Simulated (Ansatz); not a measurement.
# Cs3Bi2Br9 (P-3m1): the gap up the ladder of methods

What gap does each level of theory give for Cs3Bi2Br9 (P-3m1), and in what time?

Program: Ansatz 0.2.0. Level of theory: density functionals, hybrids and G0W0, plane waves, PAW. Results are calculated unless marked as measured.

**The experiments to reproduce.**

- Gap 2.5 eV: indirect gap from Tauc plot; UV-vis diffuse reflectance, Tauc plot; powder (antisolvent-crystallized powder) (“Cs3Bi2Br9/g-C3N4 Direct Z-Scheme Heterojunction for Enhanced Photocatalytic Reduction of CO2 to CO”, 2023, pmc:10601477).

- Gap 2.6 eV: direct gap from Tauc plot; UV-vis diffuse reflectance, Tauc plot; powder (antisolvent-crystallized powder) (“Cs3Bi2Br9/g-C3N4 Direct Z-Scheme Heterojunction for Enhanced Photocatalytic Reduction of CO2 to CO”, 2023, pmc:10601477).

Most raw output is cut from this account.

In doubt: masses and optical values from hybrid runs of this build are listed as unsure (steps 8, 9), which bears on the screening that GW takes from such a start.

### 1. Starting point

It takes space group P-3m1 (No. 164, trigonal). The conventional cell has a = 7.972 Å, b = 7.972 Å, c = 9.867 Å, α = 90.00°, β = 90.00°, γ = 120.00°. Nearest to Cs lie 12 Br at 3.96 to 4.01 Å. Cs has 12 Br at 3.99 to 4.07 Å nearest. Nearest to Bi lie 6 Br at 2.71 to 2.98 Å. Br has 2 Bi at 2.98 Å and 4 Cs at 3.99 to 4.01 Å nearest. Nearest to Br lie 1 Bi at 2.71 Å and 4 Cs at 3.96 to 4.07 Å. Farther neighbours and most contacts between anions are not listed.

The cell and positions come from the Crystallography Open Database and are kept as given unless a step says otherwise. Spin-orbit coupling is left out unless a step names it. The default PAW set here is soft_2. Its files were made with PBE.

### 2. LDA on the 6×6×2 mesh

This step: DFT, LDA, plane waves, PAW.

input.yaml

```yaml
crystal:
  lattice:
    - [7.972, 0.0, 0.0]
    - [-3.986, 6.903954519, 0.0]
    - [0.0, 0.0, 9.867]
  atoms:
    - { symbol: Cs, position: [0.6666666667, 0.3333333333, 0.6669] }
    - { symbol: Cs, position: [0.3333333333, 0.6666666667, 0.3331] }
    - { symbol: Cs, position: [0.0, 0.0, 0.0] }
    - { symbol: Bi, position: [0.6666666667, 0.3333333333, 0.1918] }
    - { symbol: Bi, position: [0.3333333333, 0.6666666667, 0.8082] }
    - { symbol: Br, position: [0.5, 0.5, 0.0] }
    - { symbol: Br, position: [0.5, 0.0, 0.0] }
    - { symbol: Br, position: [0.0, 0.5, 0.0] }
    - { symbol: Br, position: [0.3353, 0.16765, 0.3394] }
    - { symbol: Br, position: [0.83235, 0.16765, 0.3394] }
    - { symbol: Br, position: [0.83235, 0.6647, 0.3394] }
    - { symbol: Br, position: [0.16765, 0.3353, 0.6606] }
    - { symbol: Br, position: [0.16765, 0.83235, 0.6606] }
    - { symbol: Br, position: [0.6647, 0.83235, 0.6606] }
kpoints:
  mp_grid: { grid: [6, 6, 2] }
  band_path:
    path:
      - [0.0, 0.0, 0.0]
      - [0.5, 0.0, 0.0]
      - [0.33333333, 0.33333333, 0.0]
      - [0.0, 0.0, 0.5]
      - [0.5, 0.0, 0.5]
      - [0.33333333, 0.33333333, 0.5]
      - [0.066666666, 0.066666666, 0.0]
    npoints: 1
hamiltonian:
  xc: lda
scf:
  occupations: { method: fixed }
  n_extra_bands: 8
output:
  eigenvalues: true
  write_density: true
  write_potential: true
  elf: true
  volumetric_format: npy
```

Run with:

```sh
$ ansatz run input.yaml --threads 2 --pin off --max-ram 92160MiB --backend cuda --events-out ev --progress --plain --runs-dir out --devices 1 --max-vram 13GiB  # rebuilt from the run's record
```

Wall time 6.6 s (1 × NVIDIA H100 80GB HBM3 (shared by 6 runs) with 2 threads of AMD EPYC 7R13 (Zen 3), shared host); peak memory 1.2 GiB; 9.6 s of CPU time.

This step gave:

```
gap                  : 2.405 eV
valence top at       : k = (0.000, 0.167, 0.000)
conduction bottom at : Γ
least direct gap     : 2.415 eV
```

Over mesh and listed points the gap is 2.405 eV, from k = (0.000, 0.167, 0.000) to k = Γ. The least direct gap found is 2.415 eV, at k = Γ.

### 3. r2SCAN on the 6×6×2 mesh

Levels along a band path and on the mesh show where this functional puts the band edges.

This step: DFT, r2SCAN, plane waves, PAW.

input.yaml, as its differences from that of step 2:

```diff
@@ -24,14 +24,10 @@
     path:
-      - [0.0, 0.0, 0.0]
-      - [0.5, 0.0, 0.0]
-      - [0.33333333, 0.33333333, 0.0]
-      - [0.0, 0.0, 0.5]
-      - [0.5, 0.0, 0.5]
-      - [0.33333333, 0.33333333, 0.5]
-      - [0.066666666, 0.066666666, 0.0]
-    npoints: 1
+      - [[0.0, 0.0, 0.0], [0.5, 0.0, 0.0], [0.33333333, 0.33333333, 0.0], [0.0, 0.0, 0.0], [0.0, 0.0, 0.5], [0.5, 0.0, 0.5], [0.33333333, 0.33333333, 0.5], [0.0, 0.0, 0.5]]
+      - [[0.5, 0.0, 0.5], [0.5, 0.0, 0.0]]
+      - [[0.33333333, 0.33333333, 0.5], [0.33333333, 0.33333333, 0.0]]
+    npoints: 10
 hamiltonian:
-  xc: lda
+  xc: r2scan
 scf:
-  occupations: { method: fixed }
+  occupations: { method: fermi_dirac, width: 0.02 }
   n_extra_bands: 8
```

Wall time 14 s (1 × NVIDIA H100 80GB HBM3 (shared by 6 runs) with 2 threads); peak memory 2 GiB.

This step gave:

```yaml
filled_bands: 60
gap: 2.887 eV
valence_top_at: k = (0.067, 0.067, 0.000)
conduction_bottom_at: Γ
least_direct_gap: 2.892 eV
```

Over mesh and path the gap is 2.887 eV, from k = (0.067, 0.067, 0.000) to k = Γ. The least direct gap found is 2.892 eV, at k = Γ. On the 6×6×2 mesh alone the same run gives 2.891 eV, so that mesh misses an edge of r2SCAN: 2.891 − 2.887 = +0.004 eV. r2SCAN against LDA: 2.887 − 2.405 = +0.482 eV. The runs also differ in plane-wave cutoff (420 eV and 500 eV), and the valence top lies at another k point, so how much of this comes from the functional alone is not known.

### 4. r2SCAN+SOC on the 6×6×2 mesh

This run has two-component orbitals with spin-orbit coupling.

This step: DFT, r2SCAN with spin-orbit coupling, plane waves, PAW.

input.yaml, the sections that differ from step 3:

```yaml
kpoints:
  mp_grid: { grid: [6, 6, 2] }
  band_path:
    path:
      - [0.0, 0.0, 0.0]
      - [0.5, 0.0, 0.0]
      - [0.33333333, 0.33333333, 0.0]
      - [0.0, 0.0, 0.5]
      - [0.5, 0.0, 0.5]
      - [0.33333333, 0.33333333, 0.5]
      - [0.066666666, 0.066666666, 0.0]
    npoints: 1
scf:
  occupations: { method: fixed }
  n_extra_bands: 16
magnetization:
  noncollinear: true
  spin_orbit: true
# crystal, hamiltonian, output: as in step 3
```

Wall time 18 s (1 × NVIDIA H100 80GB HBM3 (shared by 6 runs) with 2 threads); peak memory 3.1 GiB; 18 s of CPU time.

Numbers from this step:

| Quantity | Value |
| --- | --- |
| gap | 1.992 eV |
| valence top at | k = (0.067, 0.067, 0.000) |
| conduction bottom at | A |
| least direct gap | 2.134 eV |

Over mesh and listed points the gap is 1.992 eV, from k = (0.067, 0.067, 0.000) to k = (0.000, 0.000, 0.500). The least direct gap found is 2.134 eV, at k = Γ. On the 6×6×2 mesh alone the same run gives 1.995 eV, so that mesh misses an edge of r2SCAN+SOC: 1.995 − 1.992 = +0.003 eV. r2SCAN+SOC against r2SCAN: 1.992 − 2.887 = −0.895 eV. Mesh, set of files and cutoff are the same, but the conduction bottom lies at another k point, so this need not be the shift of one pair of states. The spin-orbit run sees mesh and listed points alone, so its gap is an upper bound: the coupling can move an edge off these points, and the change over the zone, its sign included where it is small, is not known.

### 5. HSE06 on the 3×3×2 mesh

HSE06 mixes in a quarter of exact exchange at short range.

This step: DFT, HSE06, plane waves, PAW.

input.yaml, as its differences from that of step 4:

```diff
@@ -21,3 +21,3 @@
 kpoints:
-  mp_grid: { grid: [6, 6, 2] }
+  mp_grid: { grid: [3, 3, 2] }
   band_path:
@@ -33,9 +33,6 @@
 hamiltonian:
-  xc: r2scan
+  xc: hse06
 scf:
   occupations: { method: fixed }
-  n_extra_bands: 16
-magnetization:
-  noncollinear: true
-  spin_orbit: true
+  n_extra_bands: 8
 output:
```

Wall time 69 s (1 × NVIDIA H100 80GB HBM3 (shared by 6 runs) with 2 threads); peak memory 1.8 GiB; 1.7 min of CPU time.

This step gave:

| Quantity | Value |
| --- | --- |
| gap | 3.232 eV |
| valence top at | k = (0.067, 0.067, 0.000) |
| conduction bottom at | Γ |
| least direct gap | 3.236 eV |
| exact-exchange fraction | 0.25 |

Over mesh and listed points the gap is 3.232 eV, from k = (0.067, 0.067, 0.000) to k = Γ. The least direct gap found is 3.236 eV, at k = Γ. On the 3×3×2 mesh alone the same run gives 3.236 eV, so that mesh misses an edge of HSE06: 3.236 − 3.232 = +0.004 eV. HSE06 against LDA: 3.232 − 2.405 = +0.827 eV. The runs also differ in mesh (6×6×2 and 3×3×2), and the valence top lies at another k point, so how much of this comes from the functional alone is not known.

### 6. PBE0 on the 3×3×2 mesh

PBE0 mixes in a quarter of exact exchange at all distances.

This step: DFT, PBE0, plane waves, PAW.

input.yaml, as its differences from that of step 5:

```diff
@@ -33,3 +33,3 @@
 hamiltonian:
-  xc: hse06
+  xc: pbe0
 scf:
```

The job ended after 81 s (1 × NVIDIA H100 80GB HBM3 (shared by 6 runs) with 2 threads; peak memory 1.8 GiB; 1.9 min of CPU time).

This step gave:

- gap: 3.887 eV
- valence top at: k = (0.067, 0.067, 0.000)
- conduction bottom at: Γ
- least direct gap: 3.891 eV
- exact-exchange fraction: 0.25

Over mesh and listed points the gap is 3.887 eV, from k = (0.067, 0.067, 0.000) to k = Γ. The least direct gap found is 3.891 eV, at k = Γ. On the 3×3×2 mesh alone the same run gives 3.891 eV, so that mesh misses an edge of PBE0: 3.891 − 3.887 = +0.004 eV. PBE0 against HSE06: 3.887 − 3.232 = +0.655 eV, with the same mesh, files and cutoff, and both edges at the same k points.

### 7. G0W0@r2SCAN, 3×3×2 mesh, 1052 empty bands, screening to 90 eV

G0W0 replaces the xc potential by a self-energy built once from the orbitals of the start. Levels are corrected in the window of bands that the input names, at points of the mesh.

This step: G0W0 on r2SCAN, plane waves, PAW.

input.yaml, as its differences from that of step 6:

```diff
@@ -22,22 +22,11 @@
   mp_grid: { grid: [3, 3, 2] }
-  band_path:
-    path:
-      - [0.0, 0.0, 0.0]
-      - [0.5, 0.0, 0.0]
-      - [0.33333333, 0.33333333, 0.0]
-      - [0.0, 0.0, 0.5]
-      - [0.5, 0.0, 0.5]
-      - [0.33333333, 0.33333333, 0.5]
-      - [0.066666666, 0.066666666, 0.0]
-    npoints: 1
 hamiltonian:
-  xc: pbe0
+  xc: r2scan
 scf:
   occupations: { method: fixed }
-  n_extra_bands: 8
-output:
-  eigenvalues: true
-  write_density: true
-  write_potential: true
-  elf: true
-  volumetric_format: npy
+gw:
+  n_empty_bands: 1052
+  ecut_chi: 90.0
+  qp_bands: [v4, c4]
+  qp_kpoints: band_edges
+  screening: { model: contour_deformation }
```

It took 65 s on 1 × NVIDIA H100 80GB HBM3 (shared by 6 runs) with 2 threads; peak memory 5.2 GiB; 1.8 min of CPU time.

Numbers from this step:

```yaml
bands_summed: 1112
rpa_eps_infinity_on_this_mesh_eigenvalues: 3.392, 3.392, 3.398
plane_waves_in_the_screening_matrix: 1059
g0w0_gap_over_the_corrected_points: 4.025 eV
k_of_the_valence_top: 0, 0, 0
k_of_the_conduction_bottom: 0, 0, 0
starting_gap_on_the_mesh: 2.892 eV
z_at_the_valence_top: 0.7909
z_at_the_conduction_bottom: 0.8154
least_direct_g0w0_gap_over_the_corrected_points: 4.025 eV
```

Over all 6 irreducible mesh points the G0W0 gap is 4.025 eV, direct, at k = Γ. The r2SCAN gap of this run on the mesh is 2.892 eV. The two states that bound the G0W0 gap lie that far apart at the start, so the correction of the gap is 4.025 − 2.892 = +1.133 eV.

### 8. G0W0@HSE06, 3×3×2 mesh, 1052 empty bands, screening to 90 eV

This step: G0W0 on HSE06, plane waves, PAW.

input.yaml, as its differences from that of step 7:

```diff
@@ -23,3 +23,3 @@
 hamiltonian:
-  xc: r2scan
+  xc: hse06
 scf:
```

Run time: 4.2 min. Hardware: 1 × NVIDIA H100 80GB HBM3 (shared by 6 runs) with 2 threads; peak memory 4.5 GiB.

Numbers from this step:

| Quantity | Value |
| --- | --- |
| bands summed | 1112 |
| RPA ε∞ on this mesh (eigenvalues) | 3.201, 3.201, 3.210 |
| plane waves in the screening matrix | 1059 |
| G0W0 gap over the corrected points | 4.176 eV |
| k of the valence top | 0, 0, 0 |
| k of the conduction bottom | 0, 0, 0 |
| starting gap on the mesh | 3.236 eV |
| Z at the valence top | 0.8064 |
| Z at the conduction bottom | 0.8278 |
| least direct G0W0 gap over the corrected points | 4.176 eV |

Over all 6 irreducible mesh points the G0W0 gap is 4.176 eV, direct, at k = Γ. The HSE06 gap of this run on the mesh is 3.236 eV. The two states that bound the G0W0 gap lie that far apart at the start, so the correction of the gap is 4.176 − 3.236 = +0.940 eV. G0W0@HSE06 against G0W0@r2SCAN with 1112 bands: 4.176 − 4.025 = +0.151 eV. The runs also differ in plane-wave cutoff (500 eV and 420 eV), so how much of this comes from the start alone is not known.

### 9. G0W0@PBE0, 3×3×2 mesh, 1052 empty bands, screening to 90 eV

This step: G0W0 on PBE0, plane waves, PAW.

input.yaml, as its differences from that of step 8:

```diff
@@ -23,3 +23,3 @@
 hamiltonian:
-  xc: hse06
+  xc: pbe0
 scf:
```

Elapsed: 4.6 min, on 1 × NVIDIA H100 80GB HBM3 (shared by 6 runs) with 2 threads; peak memory 4.6 GiB; 5.7 min of CPU time.

This step gave:

```
bands summed                                    : 1112
RPA ε∞ on this mesh (eigenvalues)               : 3.006, 3.006, 3.017
plane waves in the screening matrix             : 1059
G0W0 gap over the corrected points              : 4.365 eV
k of the valence top                            : 0, 0, 0
k of the conduction bottom                      : 0, 0, 0
starting gap on the mesh                        : 3.891 eV
Z at the valence top                            : 0.8209
Z at the conduction bottom                      : 0.8404
least direct G0W0 gap over the corrected points : 4.365 eV
```

Over all 6 irreducible mesh points the G0W0 gap is 4.365 eV, direct, at k = Γ. The PBE0 gap of this run on the mesh is 3.891 eV. The two states that bound the G0W0 gap lie that far apart at the start, so the correction of the gap is 4.365 − 3.891 = +0.474 eV. G0W0@PBE0 against G0W0@HSE06 with 1112 bands: 4.365 − 4.176 = +0.189 eV, with the same mesh, files and cutoffs, and both edges at the same k points.

(Part 1 of 2 ends here.)

[Paths, hosts, dates, memory and timing lines, banners, echoed tables and standing remarks are left out of the program output.]

[Logs are printed without paths, hosts, clocks, repeated set-up lines and the standing remarks that a program may print on its own settings, such as how far it seeks lower states.]

[Runs of the session that timed out or met a known fault of the program may be left out.]

[Cells called generated may have been cut or substituted from an entry of the Crystallography Open Database or the Materials Project.]

[Hosts, paths, dates, database ids (printed as entryN), source tags and the programs' standing remarks are cut or masked in the printed files.]

[Where an RPA ε∞ is given, it is that of the G0W0 mesh and is not shown converged in it. Names of k-points follow the symmetry that the program found, which can be lower than the space group named. Band edges on a path are those of the sampled points; other points can move an edge, and change direct to indirect where valleys lie close.]

[Hybrid gaps are those of their k-mesh and are not shown converged in it.]
